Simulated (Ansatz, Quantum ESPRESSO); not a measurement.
# CsH (Pm-3m): third-order response, part 2 of 3

Which lines does CsH (Pm-3m) show in Raman and infrared spectra?

Quantum ESPRESSO 8.0 development, patched; DFT LDA, scalar-relativistic, plane waves, PseudoDojo norm-conserving pseudopotentials.

So far. Step 2 (A first look): A gap of 2.3 eV opens on this mesh, so the crystal is taken as an insulator; the start stands at -2.0 GPa. Step 4 (Ground state): The cell stands at -0.005 GPa, close enough for phonons. The relaxed cell has a = 3.637 Å (conventional setting).

**5. Linear response at Γ**

At q = 0 one unit cell holds all displacements; symmetry groups them into irreducible representations that are solved one by one. The response to a field gives ε∞ and the Born charges, which polar modes need. Third-order response adds the Raman tensors.

ph.in reads:

```
phonons
&inputph
   prefix = 'x'
   outdir = './tmp'
   fildyn = 'g.dyn'
   tr2_ph = 1.0d-18
   epsil = .true.
   lraman = .true.
   elop = .true.
/
0.000000000000 0.000000000000 0.000000000000
```

Command:

```bash
> OMP_NUM_THREADS=1 mpirun -n 2 ph.x -nk 2 -in ph.in > ph.out
```

The log of the run:

```text
[banners, grids, parts of the stress and lines that vanish by symmetry left out]
[banner, memory and clock lines left out]
Program PHONON v.8.0dev

     Dynamical matrices for q-points given in input
     (   1q-points):
       N         xq(1)         xq(2)         xq(3)
       1   0.000000000   0.000000000   0.000000000

     ./tmp/x.save/

     IMPORTANT: XC functional enforced from input :
     Exchange-correlation= PW
                           (   1   4   0   0   0   0   0)
     Any further DFT definition will be discarded
     Please, verify this is what you really want

     G-vector sticks info

     Reading collected, re-writing distributed wavefunctions in ./tmp/

     Number and degeneracy of irreps per q-point
       N         xq(1)         xq(2)         xq(3)   N irreps
       1   0.000000000   0.000000000   0.000000000       2
        3   3

     Calculation of q =    0.0000000   0.0000000   0.0000000

     phonons

     bravais-lattice index     =            1
     lattice parameter (alat)  =       6.8721  a.u.
     unit-cell volume          =     324.5339 (a.u.)^3
     number of atoms/cell      =            2
     number of atomic types    =            2
     kinetic-energy cut-off    =      74.0000  Ry
     charge density cut-off    =     296.0000  Ry
     convergence threshold     =      1.0E-18
     beta                      =       0.7000
     number of iterations used =            4
     Exchange-correlation= PW
                           (   1   4   0   0   0   0   0)

     celldm(1)=    6.87206  celldm(2)=    0.00000  celldm(3)=    0.00000
     celldm(4)=    0.00000  celldm(5)=    0.00000  celldm(6)=    0.00000

     crystal axes: (cart. coord. in units of alat)
               a(1) = (  1.0000  0.0000  0.0000 )
               a(2) = (  0.0000  1.0000  0.0000 )
               a(3) = (  0.0000  0.0000  1.0000 )

     reciprocal axes: (cart. coord. in units 2 pi/alat)
               b(1) = (  1.0000  0.0000  0.0000 )
               b(2) = (  0.0000  1.0000  0.0000 )
               b(3) = (  0.0000  0.0000  1.0000 )

     Atoms inside the unit cell:

     Cartesian axes

     site n.  atom      mass           positions (alat units)
        1  Cs    132.9055   tau(    1) = (    0.00000    0.00000    0.00000  )
        2  H       1.0080   tau(    2) = (    0.50000    0.50000    0.50000  )

     Computing dynamical matrix for
                    q = (   0.0000000   0.0000000   0.0000000 )

     49 Sym.Ops. (with q -> -q+G )

     G cutoff =  354.0832  (  28017 G-vectors)     FFT grid: ( 40, 40, 40)
     number of k points=    20
                       cart. coord. in units 2pi/alat
        k(    1) = (   0.0000000   0.0000000   0.0000000), wk =   0.0092593
        k(    2) = (   0.0000000   0.0000000   0.1666667), wk =   0.0555556
        k(    3) = (   0.0000000   0.0000000   0.3333333), wk =   0.0555556
        [... further k-points left out ...]

     PseudoPot. # 1 for Cs read from file:
     ./pseudo/Cs.upf
     Pseudo is Norm-conserving + core correction, Zval =  9.0

     PseudoPot. # 2 for H  read from file:
     ./pseudo/H.upf
     Pseudo is Norm-conserving, Zval =  1.0

     Mode symmetry, O_h (m-3m)  point group:

     Electric field:
     Dielectric constant
     Born effective charges as d Force / d E
     Raman tensor
     Electro-optic tensor

     Atomic displacements:
     There are    2 irreducible representations

     Representation     1      3 modes -  To be done

     Representation     2      3 modes -  To be done

     Alpha used in Ewald sum =   2.8000

     Electric Fields Calculation

     The passes end when |ddv_scf|^2 is under  8.7E-20 (on this mesh; tr2_ph alone asks  1.0E-18)

      iter #   1   av.it.:   5.6
      thresh= 1.000E-02 alpha_mix =  0.700 |ddv_scf|^2 =  8.500E-08

      [... iterations left out ...]
      iter #   8   av.it.:  11.5
      thresh= 6.787E-11 alpha_mix =  0.700 |ddv_scf|^2 =  3.599E-21

     End of electric fields calculation

          Dielectric constant in cartesian axis

          (       4.251877642       0.000000000       0.000000000 )
          (       0.000000000       4.251877642       0.000000000 )
          (       0.000000000       0.000000000       4.251877642 )

          Effective charges (d Force / dE) in cartesian axis without acoustic sum rule applied (asr)

           atom    1  Cs    Mean Z*:        1.17148
      Ex  (        1.17148        0.00000        0.00000 )
      Ey  (        0.00000        1.17148        0.00000 )
      Ez  (        0.00000        0.00000        1.17148 )
           atom    2  H     Mean Z*:       -1.17617
      Ex  (       -1.17617        0.00000        0.00000 )
      Ey  (        0.00000       -1.17617        0.00000 )
      Ez  (        0.00000        0.00000       -1.17617 )

          Effective charges Sum: Mean:       -0.00469
             -0.00469        0.00000        0.00000
              0.00000       -0.00469        0.00000
              0.00000        0.00000       -0.00469

          Effective charges (d Force / dE) in cartesian axis with asr applied:
           atom    1  Cs    Mean Z*:        1.17382
      E*x (        1.17382        0.00000        0.00000 )
      E*y (        0.00000        1.17382        0.00000 )
      E*z (        0.00000        0.00000        1.17382 )
           atom    2  H     Mean Z*:       -1.17382
      E*x (       -1.17382        0.00000        0.00000 )
      E*y (        0.00000       -1.17382        0.00000 )
      E*z (        0.00000        0.00000       -1.17382 )

     Calling punch_plot_e
     Writing on file  drho

     Computing Pc [DH,Drho] |psi>

     Derivative coefficient:  0.001000    Threshold: 1.00E-12
     Non-scf  u_k: avg # of iterations = 16.6
     Non-scf Du_k: avg # of iterations = 26.3

          Dielectric constant from finite-differences

          (       4.251777302       0.000000000       0.000000000 )
          (       0.000000000       4.251777302       0.000000000 )
          (       0.000000000       0.000000000       4.251777302 )

              Electro-optic tensor is defined as
            the derivative of the dielectric tensor
              with respect to one electric field
                 units are Rydberg a.u.

            to obtain the static chi^2 multiply by 1/2

            to convert to pm/Volt multiply per 2.7502

          Electro-optic tensor in cartesian axis:

          (       0.000000000       0.000000000       0.000000000 )
          (       0.000000000       0.000000000       0.000000000 )
          (       0.000000000       0.000000000       0.000000000 )

          (       0.000000000       0.000000000       0.000000000 )
          (       0.000000000       0.000000000       0.000000000 )
          (       0.000000000       0.000000000       0.000000000 )

          (       0.000000000      -0.000000000       0.000000000 )
          (       0.000000000       0.000000000       0.000000000 )
          (       0.000000000       0.000000000       0.000000000 )

          Electro-optic tensor: contribution #   1

          (       0.000000000       0.000000000       0.000000000 )
          (       0.000000000       0.000000000      -0.000000000 )
          (       0.000000000      -0.000000000       0.000000000 )

          (       0.000000000       0.000000000      -0.000000000 )
          (       0.000000000       0.000000000       0.000000000 )
          (      -0.000000000       0.000000000       0.000000000 )

          (       0.000000000      -0.000000000       0.000000000 )
          (      -0.000000000       0.000000000       0.000000000 )
          (       0.000000000       0.000000000       0.000000000 )

          Electro-optic tensor: contribution #   2

          (       0.000000000       0.000000000       0.000000000 )
          (       0.000000000       0.000000000       0.000000000 )
          (       0.000000000       0.000000000       0.000000000 )

          (       0.000000000       0.000000000       0.000000000 )
          (       0.000000000       0.000000000       0.000000000 )
          (       0.000000000       0.000000000       0.000000000 )

          (       0.000000000       0.000000000       0.000000000 )
          (       0.000000000       0.000000000       0.000000000 )
          (       0.000000000       0.000000000       0.000000000 )

     Computing Second order response

      iter #   1   av.it.:   8.0
      thresh= 1.000E-02 alpha_mix =  0.700 |ddv_scf|^2 =  1.196E-06

      [... iterations left out ...]
      iter #   9   av.it.:  11.6
      thresh= 4.103E-11 alpha_mix =  0.700 |ddv_scf|^2 =  4.949E-21

          Raman tensor (au^-1) in cartesian axis

           atom      1
          (       0.000000000       0.000000000       0.000000000 )
          (       0.000000000       0.000000000       0.000000000 )
          (       0.000000000       0.000000000       0.000000000 )

          (       0.000000000       0.000000000       0.000000000 )
          (       0.000000000       0.000000000       0.000000000 )
          (       0.000000000       0.000000000       0.000000000 )

          (       0.000000000       0.000000000       0.000000000 )
          (       0.000000000       0.000000000       0.000000000 )
          (       0.000000000       0.000000000       0.000000000 )

           atom      2
          (       0.000000000       0.000000000       0.000000000 )
          (       0.000000000       0.000000000       0.000000000 )
          (       0.000000000       0.000000000       0.000000000 )

          (       0.000000000       0.000000000       0.000000000 )
          (       0.000000000       0.000000000       0.000000000 )
          (       0.000000000       0.000000000       0.000000000 )

          (       0.000000000       0.000000000       0.000000000 )
          (       0.000000000       0.000000000       0.000000000 )
          (       0.000000000       0.000000000       0.000000000 )

     Raman tensor (A^2)

     atom #    1    pol.  1
      0.000000000000E+00      0.000000000000E+00      0.000000000000E+00
      0.000000000000E+00      0.000000000000E+00      0.153141440800E-20
      0.000000000000E+00      0.153141440800E-20      0.000000000000E+00
     atom #    1    pol.  2
      0.000000000000E+00      0.000000000000E+00      0.153141440800E-20
      0.000000000000E+00      0.000000000000E+00      0.000000000000E+00
[...]
atom #    1    pol.  3
[...]
atom #    2    pol.  1
[...]
atom #    2    pol.  2
[...]
atom #    2    pol.  3
[...]
0.000000000000E+00      0.000000000000E+00      0.000000000000E+00

     Representation #   1 modes #   1   2   3

     Self-consistent Calculation

     The passes end when |ddv_scf|^2 is under  8.7E-20 (on this mesh; tr2_ph alone asks  1.0E-18)

      iter #   1   av.it.:   2.8
      thresh= 1.000E-02 alpha_mix =  0.700 |ddv_scf|^2 =  5.590E-09

      [... iterations left out ...]
      iter #   7   av.it.:  11.4
      thresh= 2.761E-10 alpha_mix =  0.700 |ddv_scf|^2 =  5.802E-20

     End of self-consistent calculation

     Convergence has been achieved

     Representation #   2 modes #   4   5   6

     Self-consistent Calculation

     The passes end when |ddv_scf|^2 is under  8.7E-20 (on this mesh; tr2_ph alone asks  1.0E-18)

      iter #   1   av.it.:   5.7
      thresh= 1.000E-02 alpha_mix =  0.700 |ddv_scf|^2 =  1.831E-07

      [... iterations left out ...]
      iter #   8   av.it.:  11.3
      thresh= 3.856E-11 alpha_mix =  0.700 |ddv_scf|^2 =  9.401E-21

     End of self-consistent calculation

     Convergence has been achieved

     Number of q in the star =    1
     List of q in the star:
          1   0.000000000   0.000000000   0.000000000

          Dielectric constant in cartesian axis

          (       4.251877642       0.000000000       0.000000000 )
          (       0.000000000       4.251877642       0.000000000 )
          (       0.000000000       0.000000000       4.251877642 )

          Effective charges (d Force / dE) in cartesian axis without acoustic sum rule applied (asr)

           atom    1  Cs    Mean Z*:        1.17148
      Ex  (        1.17148        0.00000        0.00000 )
      Ey  (        0.00000        1.17148        0.00000 )
      Ez  (        0.00000        0.00000        1.17148 )
           atom    2  H     Mean Z*:       -1.17617
      Ex  (       -1.17617        0.00000        0.00000 )
      Ey  (        0.00000       -1.17617        0.00000 )
      Ez  (        0.00000        0.00000       -1.17617 )

          Effective charges Sum: Mean:       -0.00469
             -0.00469        0.00000        0.00000
              0.00000       -0.00469        0.00000
              0.00000        0.00000       -0.00469

          Effective charges (d Force / dE) in cartesian axis with asr applied:
           atom    1  Cs    Mean Z*:        1.17382
      E*x (        1.17382        0.00000        0.00000 )
      E*y (        0.00000        1.17382        0.00000 )
      E*z (        0.00000        0.00000        1.17382 )
           atom    2  H     Mean Z*:       -1.17382
      E*x (       -1.17382        0.00000        0.00000 )
      E*y (        0.00000       -1.17382        0.00000 )
      E*z (        0.00000        0.00000       -1.17382 )

     Diagonalizing the dynamical matrix

     q = (    0.000000000   0.000000000   0.000000000 )

 **************************************************************************
     freq (    1) =       0.007035 [THz] =       0.234647 [cm-1]
     freq (    2) =       0.007035 [THz] =       0.234647 [cm-1]
     freq (    3) =       0.007035 [THz] =       0.234647 [cm-1]
     freq (    4) =      12.461622 [THz] =     415.674981 [cm-1]
     freq (    5) =      12.461622 [THz] =     415.674981 [cm-1]
     freq (    6) =      12.461622 [THz] =     415.674981 [cm-1]
 **************************************************************************

     Mode symmetry, O_h (m-3m)  point group:

     freq (   1-   3) =          0.2  [cm-1]   --> T_1u G_15  G_4- I
     freq (   4-   6) =        415.7  [cm-1]   --> T_1u G_15  G_4- I
```

It took 2.4 min on 2 MPI ranks of Intel Xeon Platinum 8488C (Sapphire Rapids), shared host; 4.9 min of CPU time.

This step gave:

| Property | Result |
| --- | --- |
| miss of the charge sum rule | 0.004690 e |
| largest acoustic frequency at the zone centre before the sum rule | 0.23 cm⁻¹ |
| highest optical zone-centre mode (no LO-TO term) | 415.7 cm⁻¹ |
| lowest optical zone-centre mode | 415.7 cm⁻¹ |
| mean high-frequency dielectric constant | 4.252 |
| largest Born charge in size (third of the trace) | 1.176 e |

Born charge (rows field, columns displacement), before the sum rule (e), principal values of the symmetric part by kind of site:

| atom | atoms with these values | low | middle | high | mean |
| --- | --- | --- | --- | --- | --- |
| Cs1 | 1 | 1.17 | 1.17 | 1.17 | 1.17 |
| H2 | 1 | -1.18 | -1.18 | -1.18 | -1.18 |

In full for H2:

```
-1.18  0.00  0.00
 0.00 -1.18  0.00
 0.00  0.00 -1.18
```

High-frequency dielectric tensor:

```
4.25 0.00 0.00
0.00 4.25 0.00
0.00 0.00 4.25
```

The acoustic modes at Γ come out as far as 0.2 cm⁻¹ from zero, where they should vanish, a small numerical error; the Born charges miss their sum rule by 0.0047 e, which is good.

**6. Zone-centre analysis**

A rigid shift of the crystal must cost nothing, but grids and finite bases break this; the acoustic sum rule is imposed before the matrix is diagonalised again. With Born charges the intensities follow, and the static dielectric tensor.

dynmat.in reads:

```
&input
   fildyn = 'g.dyn'
   asr = 'simple'
   fileig = 'dynmat.eig'
   lperm = .true.
/
```

Command:

```bash
> dynmat.x -in dynmat.in > dynmat.out
```

The log of the run:

```text
[banner, memory and clock lines left out]
Program DYNMAT v.8.0dev

     Reading Dynamical Matrix from file g.dyn
     ...Force constants read
     ...epsilon and Z* read
     ...Raman cross sections read
     A direction for q was not specified:TO-LO splitting will be absent

     Polarizability (A^3 units)
     multiply by 0.479856 for Clausius-Mossotti correction (not under assume_isolated = 'mt')
        12.444795    0.000000    0.000000
         0.000000   12.444795    0.000000
         0.000000    0.000000   12.444795

     IR activities are in (D/A)^2/amu units

# mode   [cm-1]    [THz]      IR
    1     -0.00   -0.0000    0.0000
    2      0.00    0.0000    0.0000
    3      0.00    0.0000    0.0000
    4    415.66   12.4612   31.7757
    5    415.66   12.4612   31.7757
    6    415.66   12.4612   31.7757

Electronic dielectric permittivity tensor (relative, adimensional)
         4.251878    0.000000    0.000000
         0.000000    4.251878    0.000000
         0.000000    0.000000    4.251878

 ... with zone-center polar mode contributions
        12.408432   -0.000000    0.000000
        -0.000000   12.408432    0.000000
         0.000000    0.000000   12.408432
```

Elapsed: 0.67 s, on 1 thread.

Read from the output:

| Quantity | Value |
| --- | --- |
| mean static dielectric constant | 12.41 |

Unit eigenvectors of the mass-weighted matrix after the sum rule; no LO-TO term. The modes at Γ (shares of kinetic energy by element, %):

| mode | frequency (cm⁻¹) | symmetry | Cs % | H % |
| --- | --- | --- | --- | --- |
| 1 | 0.0 | acoustic | 99 | 1 |
| 2 | 0.0 | acoustic | 99 | 1 |
| 3 | 0.0 | acoustic | 99 | 1 |
| 4 | 415.7 | T1u | 1 | 99 |
| 5 | 415.7 | T1u | 1 | 99 |
| 6 | 415.7 | T1u | 1 | 99 |

Displacements in mode 5 (415.7 cm⁻¹), the largest set to 1:
```
Cs1  0.00 -0.01  0.00
H2   0.00  1.00 -0.23
```

Degenerate modes summed, no LO-TO term. Infrared lines, with heights relative to the strongest:

| position (cm⁻¹) | lines merged | label | IR intensity, relative |
| --- | --- | --- | --- |
| 416 | 3 | T1u | 100 |

Static dielectric tensor (ions relaxed, fixed cell):

```
12.41  0.00  0.00
 0.00 12.41  0.00
 0.00  0.00 12.41
```

The rule moves no optical mode by more than 0.1 cm⁻¹.

**7. Sum rules set otherwise (asr crystal)**

The rule can be imposed in more than one way; the choices should agree where the raw error is small.

dynmat.in reads:

```
&input
   fildyn = 'g.dyn'
   asr = 'crystal'
   fileig = 'dynmat.eig'
   lperm = .true.
/
```

Command:

```bash
> dynmat.x -in dynmat.in > dynmat.out
```

The log of the run:

```text
[banner, memory and clock lines left out]
Program DYNMAT v.8.0dev

     Reading Dynamical Matrix from file g.dyn
     ...Force constants read
     ...epsilon and Z* read
     ...Raman cross sections read
     Acoustic Sum Rule: || Z*(ASR) - Z*(orig)|| =    5.738751E-03
     Acoustic Sum Rule: ||dyn(ASR) - dyn(orig)||=    1.556607E-06
     A direction for q was not specified:TO-LO splitting will be absent

     Polarizability (A^3 units)
     multiply by 0.479856 for Clausius-Mossotti correction (not under assume_isolated = 'mt')
        12.444795    0.000000    0.000000
         0.000000   12.444795    0.000000
         0.000000    0.000000   12.444795

     IR activities are in (D/A)^2/amu units

# mode   [cm-1]    [THz]      IR
    1     -0.00   -0.0000    0.0000
    2      0.00    0.0000    0.0000
    3      0.00    0.0000    0.0000
    4    415.66   12.4613   31.7757
    5    415.66   12.4613   31.7757
    6    415.66   12.4613   31.7757

Electronic dielectric permittivity tensor (relative, adimensional)
         4.251878    0.000000    0.000000
         0.000000    4.251878    0.000000
         0.000000    0.000000    4.251878

 ... with zone-center polar mode contributions
        12.408347    0.000000    0.000000
         0.000000   12.408347    0.000000
         0.000000    0.000000   12.408347
```

The job ended after 0.67 s (1 thread).

Zone-centre frequencies as printed; negative means imaginary. Modes:

| mode | frequency (cm⁻¹) |
| --- | --- |
| 1 | 0 |
| 2 | 0 |
| 3 | 0 |
| 4 | 415.7 |
| 5 | 415.7 |
| 6 | 415.7 |

Against the first rule no mode moves by more than 0.1 cm⁻¹.

(Continued in part 3 of 3.)

[Host names and launcher messages were left out of these logs when they were recorded.]

[Logs are printed without paths, hosts, clocks, repeated set-up lines and the standing remarks that a program may print on its own settings, such as how far it seeks lower states.]

[Hosts, paths, dates, database ids (printed as entryN), source tags and the programs' standing remarks are cut or masked in the printed files.]
